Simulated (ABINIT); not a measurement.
**BaTiO3 (P4mm): G0W0 with and without spin-orbit coupling**

Wanted: the effect of spin-orbit coupling on the quasiparticle gap of BaTiO3 (P4mm).

Method: PBE and many-body steps on it, plane waves, in ABINIT 10.8.3.

Most raw output is cut from this account.

### 1. The starting structure

It takes space group P4mm (No. 99, tetragonal). The conventional cell has a = 3.990 Å, b = 3.990 Å, c = 4.023 Å, α = 90.00°, β = 90.00°, γ = 90.00°. Nearest to Ba lie 12 O at 2.80 to 2.87 Å. Ti has 6 O at 1.84 to 2.18 Å nearest. O has 2 Ti at 1.84 to 2.18 Å and 4 Ba at 2.82 Å nearest. Nearest to O lie 2 Ti at 2.00 Å and 4 Ba at 2.80 to 2.87 Å. Farther neighbours and most contacts between anions are not listed.

The cell and positions come from the Crystallography Open Database and are kept as given unless a step says otherwise. Spin-orbit coupling is left out unless a step names it.

### 2. Empty states on the mesh, 2×2×2 mesh, 55 bands

This step: ABINIT 10.8.3; DFT, PBE, plane waves, norm-conserving pseudopotentials.

The sums over transitions need many empty states on a uniform mesh; this step solves for them.

run.abi

```
acell 3*1.0 Angstrom
rprim 
  3.990480000000 0.000000000000 0.000000000000
  0.000000000000 3.990480000000 0.000000000000
  0.000000000000 0.000000000000 4.023030000000
ntypat 3
znucl 56 22 8
natom 5
typat 1 2 3 3 3
xred 
  0.000000000000 0.000000000000 0.000000000000
  0.500000000000 0.500000000000 0.522000000000
  0.500000000000 0.500000000000 0.979000000000
  0.500000000000 0.000000000000 0.488000000000
  0.000000000000 0.500000000000 0.488000000000
pp_dirpath "pseudos"
pseudos "Ba.upf, Ti.upf, O.upf"
ecut 38
ngkpt 2 2 2
nshiftk 1
shiftk 0 0 0
kptopt 1
chksymbreak 0
iscf -2
irdden 1
istwfk *1
nband 55
nbdbuf 4
tolwfr 1e-09
nstep 60
prtvol 0
indata_prefix "in"
outdata_prefix "out"
tmpdata_prefix "tmp"
```

Started as:

```
> OMP_NUM_THREADS=1 mpirun -n 4 abinit run.abi > log
```

Run time: 15 s. Hardware: 4 MPI ranks of Arm Neoverse V2, shared host; peak memory 0.29 GiB; 59 s of CPU time.

Numbers from this step:

- gap: 1.851 eV
- k of the valence top: 0.5, 0.5, 0.5
- k of the conduction bottom: 0, 0, 0
- least direct gap: 2.222 eV
- k points computed: 6
- lowest point of the top converged band, above the valence top: 28.36 eV

On this mesh the gap is 1.851 eV.

The density comes from a self-consistent run that is not shown.

### 3. Screening, 2×2×2 mesh, 51 bands, screening to 98 eV

The RPA dielectric matrix is built and inverted for each q.

This step: RPA screening on PBE, plane waves, norm-conserving pseudopotentials.

Edit run.abi of step 2 so:

```diff
@@ -23,10 +23,11 @@
 chksymbreak 0
-iscf -2
-irdden 1
 istwfk *1
-nband 55
-nbdbuf 4
-tolwfr 1e-09
-nstep 60
-prtvol 0
+occopt 1
+irdwfk 1
+optdriver 3
+nband 51
+ecuteps 3.6
+inclvkb 0
+awtr 1
+symchi 1
 indata_prefix "in"
```

The job ended after 4.2 s (4 MPI ranks; peak memory 0.49 GiB).

This step gave:

| Item | Value |
| --- | --- |
| ε∞ with local fields, on this mesh, along the program's q direction | 8.882 |
| the same without local fields | 9.759 |
| plasma frequency | 29.34 eV |
| plane waves in the screening matrix | 147 |

Local fields lower ε∞ by 9 %. On a Γ-centred mesh this coarse the value itself is usually too large, while a short band sum pulls it down.

### 4. Scalar-relativistic

The self-energy is evaluated for the states that the input lists, and the levels follow from it, in one-shot runs by the linearised quasiparticle equation.

This step: G0W0 on PBE, plane waves, norm-conserving pseudopotentials.

Edit run.abi of step 3 so:

```diff
@@ -26,8 +26,17 @@
 irdwfk 1
-optdriver 3
+optdriver 4
 nband 51
+gwcalctyp 0
+ecutsigx 38
+symsigma 1
+nkptgw 2
+kptgw 
+  0.5000000000 0.5000000000 0.5000000000
+  0.0000000000 0.0000000000 0.0000000000
+bdgw 
+  18 23
+  19 23
 ecuteps 3.6
-inclvkb 0
-awtr 1
-symchi 1
+irdscr 1
+ppmodel 1
 indata_prefix "in"
```

Elapsed: 4 s, on 4 MPI ranks; peak memory 0.61 GiB; 16 s of CPU time.

This step gave:

```yaml
g0w0_gap_on_the_points_computed: 3.356 eV
starting_gap_on_the_mesh: 1.851 eV
k_of_the_valence_top: 0.5, 0.5, 0.5
k_of_the_conduction_bottom: 0, 0, 0
z_at_the_valence_top: 0.765
z_at_the_conduction_bottom: 0.775
least_direct_g0w0_gap_on_the_computed_points: 3.768 eV
```

The gap on the mesh goes from 1.85 eV to 3.36 eV, a correction of +1.50 eV.

### 5. Empty states on the mesh, 2×2×2 mesh, 112 bands

This step: DFT, PBE with spin-orbit coupling, plane waves, norm-conserving pseudopotentials.

Edit run.abi of step 4 so:

```diff
@@ -18,2 +18,3 @@
 ecut 38
+nspinor 2
 ngkpt 2 2 2
@@ -23,20 +24,10 @@
 chksymbreak 0
+iscf -2
+irdden 1
 istwfk *1
-occopt 1
-irdwfk 1
-optdriver 4
-nband 51
-gwcalctyp 0
-ecutsigx 38
-symsigma 1
-nkptgw 2
-kptgw 
-  0.5000000000 0.5000000000 0.5000000000
-  0.0000000000 0.0000000000 0.0000000000
-bdgw 
-  18 23
-  19 23
-ecuteps 3.6
-irdscr 1
-ppmodel 1
+nband 112
+nbdbuf 10
+tolwfr 1e-09
+nstep 60
+prtvol 0
 indata_prefix "in"
```

Run time: 83 s. Hardware: 4 MPI ranks; peak memory 0.41 GiB.

Numbers from this step:

```yaml
gap: 1.845 eV
k_of_the_valence_top: 0.5, 0.5, 0.5
k_of_the_conduction_bottom: 0, 0, 0
least_direct_gap: 2.172 eV
k_points_computed: 6
lowest_point_of_the_top_converged_band_above_the_valence_top: 28.36 eV
```

On this mesh the gap is 1.845 eV.

The density comes from a self-consistent run that is not shown, made with spin-orbit coupling and fully relativistic files.

### 6. Screening, 2×2×2 mesh, 102 bands, screening to 98 eV

This step: RPA screening on PBE with spin-orbit coupling, plane waves, norm-conserving pseudopotentials.

Edit run.abi of step 5 so:

```diff
@@ -24,10 +24,11 @@
 chksymbreak 0
-iscf -2
-irdden 1
 istwfk *1
-nband 112
-nbdbuf 10
-tolwfr 1e-09
-nstep 60
-prtvol 0
+occopt 1
+irdwfk 1
+optdriver 3
+nband 102
+ecuteps 3.6
+inclvkb 0
+awtr 1
+symchi 1
 indata_prefix "in"
```

Elapsed: 21 s, on 4 MPI ranks; peak memory 1.2 GiB; 84 s of CPU time.

This step gave:

* ε∞ with local fields, on this mesh, along the program's q direction: 8.903
* the same without local fields: 9.784
* plasma frequency: 29.34 eV
* plane waves in the screening matrix: 147

### 7. With spin-orbit coupling

This step: G0W0 on PBE with spin-orbit coupling, plane waves, norm-conserving pseudopotentials.

Edit run.abi of step 6 so:

```diff
@@ -27,8 +27,17 @@
 irdwfk 1
-optdriver 3
+optdriver 4
 nband 102
+gwcalctyp 0
+ecutsigx 38
+symsigma 0
+nkptgw 2
+kptgw 
+  0.5000000000 0.5000000000 0.5000000000
+  0.0000000000 0.0000000000 0.0000000000
+bdgw 
+  37 44
+  37 44
 ecuteps 3.6
-inclvkb 0
-awtr 1
-symchi 1
+irdscr 1
+ppmodel 1
 indata_prefix "in"
```

It took 15 s on 4 MPI ranks; peak memory 1.4 GiB; 60 s of CPU time.

This step gave:

```
G0W0 gap on the points computed              : 3.361 eV
starting gap on the mesh                     : 1.845 eV
k of the valence top                         : 0.5, 0.5, 0.5
k of the conduction bottom                   : 0, 0, 0
Z at the valence top                         : 0.764
Z at the conduction bottom                   : 0.78
least direct G0W0 gap on the computed points : 3.724 eV
```

Against G0W0 in ABINIT (2×2×2 mesh, 51 bands, screening to 98 eV, Godby-Needs plasmon pole), the gap moves by +0.005 eV.

### 8. The runs together

Times are wall times on 4 MPI ranks of Arm Neoverse V2, shared host, good to a factor of about two. A run's time includes the screening step that it read.

```tsv
run	mesh	bands	screening cutoff (eV)	DFT gap (eV)	gap on the mesh (eV)	direct (eV)	ε∞ used	time
scalar-relativistic	2×2×2	51	98	1.851	3.356	3.768	8.88	8.3 s
with spin-orbit coupling	2×2×2	102	98	1.845	3.361	3.724	8.90	36 s
```

### 9. Results

| Property | Result |
| --- | --- |
| scalar-relativistic | 3.356 eV |
| with spin-orbit coupling | 3.361 eV |
| known limits | not at the basis limit; screening head approximate; no spin-orbit coupling in some runs; coarse k mesh |

What this shows: With spin-orbit coupling: +0.005 eV against scalar-relativistic, −0.006 eV of it in the start. Bands and cutoff are finite, so the gap is not at the basis limit. The miss can reach some tenths of an eV and take either sign; the mesh is an error of its own. In the G0W0 runs levels were corrected at 2 k points alone, so a gap called «on the mesh» is the least over those, and an edge elsewhere would be missed. The 2×2×2 mesh is coarse for this cell, which bears on the long-range parts of exchange and screening. The long-wavelength limit of the screening leaves out the non-local commutator, which shifts ε∞.

[Paths, hosts, dates, memory and timing lines, banners, echoed tables and standing remarks are left out of the program output.]

[Logs are printed without paths, hosts, clocks, repeated set-up lines and the standing remarks that a program may print on its own settings, such as how far it seeks lower states.]

[Runs of the session that timed out or met a known fault of the program may be left out.]

[Hosts, paths, dates, database ids (printed as entryN), source tags and the programs' standing remarks are cut or masked in the printed files.]

[G0W0 gaps are taken among the corrected bands and points alone; a level outside them can change the order at an edge.]

[Where Ansatz stands beside ABINIT at settings called matched, ABINIT's density can come from a denser mesh and the files from another edition; pairs whose starting gaps differed by over 0.03 eV were left out, so agreement reads better than it is.]
